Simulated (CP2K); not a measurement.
The C K edge of 3-hydroxypyrrole was computed by TDDFT (CP2K XAS_TDP, aug-cc-pVDZ, TDA) at these levels: PBE0, PBEh(45%) and PBEh(45%) + GW2X. The first three lines of C2 (bonded to 2 C and O) with a strength over 0.0015, energy in eV and strength:

| run | first | second | third |
| --- | --- | --- | --- |
| 1 | 278.32 (0.032) | 278.47 (0.002) | 279.30 (0.020) |
| 2 | 289.57 (0.058) | 290.92 (0.008) | 291.43 (0.002) |
| 3 | 283.89 (0.059) | 285.24 (0.008) | 285.75 (0.002) |

Which run is which?

Run 1: PBE0 (25 % exact exchange). Run 2: PBEh(45%) + GW2X (45 % exact exchange). Run 3: PBEh(45%) (45 % exact exchange). Self-interaction lifts the core level, so the uncorrected lines rise with the share of exact exchange. The GW2X run keeps the spacings of its parent: 1.35 eV between the first two lines in run 2, 1.35 eV in run 3. Its shift is +5.68 eV, since the Kohn–Sham level at this share of exchange lies that far above the quasiparticle level.

[Hosts, paths, dates, database ids (printed as entryN), source tags and the programs' standing remarks are cut or masked in the printed files.]
